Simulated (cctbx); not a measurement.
**Diagnosing a refinement**

Cell a = 13.1570 Å, b = 8.9320 Å, c = 9.0830 Å, α = 90.00°, β = 90.00°, γ = 90.00°; space group Cmcm (no. 63). The compound is Eu3WS7.

Simulated single-crystal data (cctbx): Mo Kα, λ = 0.71073 Å, to d = 0.8 Å, 95 % of the full sphere, strongest reflection 20000 counts, noise from counting, a 3 % proportional error and a noise floor of 2 counts (s.d.); no absorption.

An anisotropic refinement with weights 1/σ² prints:

```text
Rint 0.030, 602 unique reflections to 0.80 A
cycle     R1     wR2    GooF  max shift (A)
   1  0.1011  0.2429  10.845   0.00796
   2  0.0991  0.2355  10.518   0.00002
final R1 0.0991 wR2 0.2355 GooF 10.518  parameters 29  data/parameter 20.8
atom        x        y        z      Ueq    occ   su(xyz)  su(Uiso or U11)
W1     0.50000  0.00000  0.50000   0.0021  1.000  0.00000  0.0012
Eu1    0.27851  0.79897  0.25000   0.0042  1.000  0.00022  0.0011
Eu2    0.00000  0.00000  0.50000   0.0031  1.000  0.00000  0.0015
S1     0.87233  0.03360  0.25000   0.0080  1.000  0.00116  0.0049
S2     0.63037  0.18434  0.46396   0.0039  1.000  0.00075  0.0031
difference map: max 54.93 min -3.62 rms 1.32
Q1    0.0000  0.4202  0.2500    4   55.20  2.38 A from W1
Q2    0.2213  0.2898  0.2500    8    8.36  0.08 A from Eu1
Q3    0.0000  0.5000  0.0000    4    7.12  0.00 A from W1
Q4    0.0000  0.0000  0.0000    4    5.46  0.00 A from Eu2
Q5    0.0713  0.4716  0.1942   16    2.97  2.01 A from W1
Q6    0.0000  0.4534  0.1224    8    2.76  1.19 A from W1
```

**Question.** Can this result stand? If not, what is the likely fault?

Mend it. The fault: an atom left out, S at (1/2, 0.0791, 3/4). Against the right model at the same level, R1 goes from 0.0094 to 0.0991 and GooF from 0.97 to 10.52 and the top difference peak, 55.2 e/Å³, lies 2.38 Å from W1. Q1 is the missing atom. With scattering power missing, scale and phases suffer, so peaks may also grow on the heavy atoms.

The compound is Eu3WS7. The right model at the same level gives:

```text
Rint 0.030, 602 unique reflections to 0.80 A
cycle     R1     wR2    GooF  max shift (A)
   1  0.0203  0.0503   2.255   0.00119
   2  0.0094  0.0216   0.970   0.00000
final R1 0.0094 wR2 0.0216 GooF 0.970  parameters 33  data/parameter 18.2
atom        x        y        z      Ueq    occ   su(xyz)  su(Uiso or U11)
W1     0.50000  0.00000  0.50000   0.0030  1.000  0.00000  0.0001
Eu1    0.27850  0.79868  0.25000   0.0046  1.000  0.00002  0.0001
Eu2    0.00000  0.00000  0.50000   0.0042  1.000  0.00000  0.0001
S1     0.50000  0.07899  0.75000   0.0044  1.000  0.00014  0.0005
S2     0.87229  0.03361  0.25000   0.0073  1.000  0.00011  0.0004
S3     0.63036  0.18469  0.46308   0.0044  1.000  0.00007  0.0003
difference map: max 0.67 min -0.71 rms 0.14
Q1    0.0569  0.5000  0.0000    8    0.68  0.75 A from W1
Q2    0.0785  0.0000  0.0000    8    0.59  1.03 A from Eu2
Q3    0.1959  0.0082  0.1903   16    0.57  1.07 A from S2
Q4    0.1682  0.3218  0.7500    8    0.51  1.81 A from Eu1
Q5    0.1556  0.5000  0.0000    8    0.51  1.72 A from S3
Q6    0.0457  0.3683  0.7500    8    0.48  1.98 A from S1
```

The model is made up (kin elements in a known structure type, no relaxation), so it says nothing on whether the phase exists.

[Middle refinement cycles are left out of these outputs.]

[Logs are printed without paths, hosts, clocks, repeated set-up lines and the standing remarks that a program may print on its own settings, such as how far it seeks lower states.]
